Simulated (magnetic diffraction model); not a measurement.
## Magnetic neutron pattern of V2Ga2S5

Space group P-3m1 (no. 164), a = 3.6450 Å, c = 15.3730 Å.

| site | atom | x | y | z |
| --- | --- | --- | --- | --- |
| 2d | Ga | 2/3 | 1/3 | 0.1757 |
| 2d | V | 2/3 | 1/3 | 0.5934 |
| 2d | S | 2/3 | 1/3 | 0.8947 |
| 2d | S | 2/3 | 1/3 | 0.3238 |
| 1b | S | 0 | 0 | 1/2 |

The compound is invented for this exercise: a known structure type with other elements, its cell scaled to their sizes and not relaxed.

Only V is taken to order (form factors of V2+); orders and moment sizes are assumed, and not adapted to the symmetry. Radiation: neutrons of λ = 1.909 Å, 3° to 55°; isotropic B of 0.62 Å² (Ga), 0.57 Å² (V) and 0.74 Å² (S). Simulated constant-wavelength pattern: nuclear and magnetic terms add, the magnetic one as |2.695 fm × Σ f S⊥ exp(2πi Q·r) exp(−B s²)|², summed over all Q at one angle with the factor 1/(sin²θ cos θ). For collinear order S is the moment m, which repeats by lattice and centring translations R with the sign exp(−2πi k·R). Free-ion form factors, Sears's scattering lengths of 1992, no absorption; a label names one of the reflections at its angle. The strongest nuclear line in the range is 100, and lines under 0.2 are left out.

Assume the order k = (1/2 1/2 0), collinear moments along [001], 2.59 μB on V; signs + at (2/3, 1/3, 0.5934), − at (1/3, 2/3, 0.4066).

Q: Where does magnetic intensity appear, and how strong is it?

```
2θ (°)         index  nuclear  magnetic
  7.12       (0 0 1)     71.6       0.0
 14.27       (0 0 2)     30.0       0.0
 17.39  (1/2 -1/2 0)      0.0      37.2
 18.81  (1/2 -1/2 1)      0.0      42.0
 21.47       (0 0 3)     39.8       0.0
 22.57  (1/2 -1/2 2)      0.0      10.2
 27.76  (1/2 -1/2 3)      0.0       3.2
 28.76       (0 0 4)      6.4       0.0
 31.23   (1/2 1/2 1)      0.0       6.3
 33.69   (1/2 1/2 2)      0.0      11.9
 33.81  (1/2 -1/2 4)      0.0       2.3
 35.20       (1 0 0)     22.0       0.0
 35.96       (1 0 1)    100.0       0.0
 36.17       (0 0 5)      0.6       0.0
 37.49   (1/2 1/2 3)      0.0       7.8
 38.16       (1 0 2)     27.9       0.0
 40.40  (1/2 -1/2 5)      0.0       1.3
 41.60       (1 0 3)     18.6       0.0
 42.31   (1/2 1/2 4)      0.0       2.1
 43.74       (0 0 6)     18.1       0.0
 46.07       (1 0 4)     47.0       0.0
 47.16  (3/2 -1/2 0)      0.0       4.0
 47.41  (1/2 -1/2 6)      0.0       0.5
 47.76  (3/2 -1/2 1)      0.0       5.9
 49.52  (3/2 -1/2 2)      0.0       2.6
 51.36       (1 0 5)     30.4       0.0
 51.52       (0 0 7)      0.2       0.0
 52.37  (3/2 -1/2 3)      0.0       1.5
 54.49  (3/2 -3/2 1)      0.0       0.9
```

The strongest magnetic line in the range is (1/2 -1/2 1) at 18.81° (42.0). On top of the Lorentz factor, which all lines share, magnetic lines fade with angle because f falls: for V2+ it is 0.86, 0.58, 0.32 and 0.06 at sin θ/λ = 0.1, 0.2, 0.3 and 0.5 Å⁻¹, while nuclear lengths stay constant. The order has no net moment.

[Logs are printed without paths, hosts, clocks, repeated set-up lines and the standing remarks that a program may print on its own settings, such as how far it seeks lower states.]
